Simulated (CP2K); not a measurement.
Consider acetonitrile at its PBE geometry (Å).

```xyz
6

C    -0.4872    0.0084   -0.0352
C     0.9643   -0.0203    0.0723
N     2.1254   -0.0378    0.1551
H    -0.8319   -0.7507   -0.7496
H    -0.9482   -0.1939    0.9404
H    -0.8225    0.9943   -0.3831
```

Method: CP2K XAS_TDP, all-electron GAPW, PBEh(45%), aug-cc-pVTZ, TDA, GW2X-corrected core level, no relativity.

Predict the bright core excitations at the C K edge.

Leading lines: C1 290.07 eV and C2 287.53 eV. The leading line of an atom is its first one with 35 % of the strongest within 2.5 eV of its lowest line over the strength cut. Core ionisation energies at this level: C1 292.55 and C2 292.33 eV.

The first six lines of each atom with a strength over 0.0015:

```csv
atom,energy (eV),states,"strength, one atom",above the computed threshold
C1 (bonded to C and 3 H),290.07,2,0.0257,
,291.29,2,0.0225,
,291.94,1,0.0399,
,292.62,2,0.0120,yes
,293.12,2,0.0218,yes
,293.27,2,0.0054,yes
C2 (bonded to C and N),287.53,2,0.1135,
,292.24,1,0.0062,
,292.60,2,0.0099,yes
,293.73,3,0.0054,yes
,294.46,1,0.0030,yes
,295.23,2,0.0024,yes
```

Lines are vertical, at one geometry, with no vibrational structure. GW2X ionisation energies and lines can be off by 1 to 2 eV either way, and a good line position may hide errors that cancel. These values hold no scalar relativity, about 0.1 eV for C 1s. Rydberg lines, and the discretised continuum above threshold, depend on the basis and the box.

[Banner, clock and machine lines of the logs are left out without a mark of their own.]

[Logs are printed without paths, hosts, clocks, repeated set-up lines and the standing remarks that a program may print on its own settings, such as how far it seeks lower states.]

[Hosts, paths, dates, database ids (printed as entryN), source tags and the programs' standing remarks are cut or masked in the printed files.]
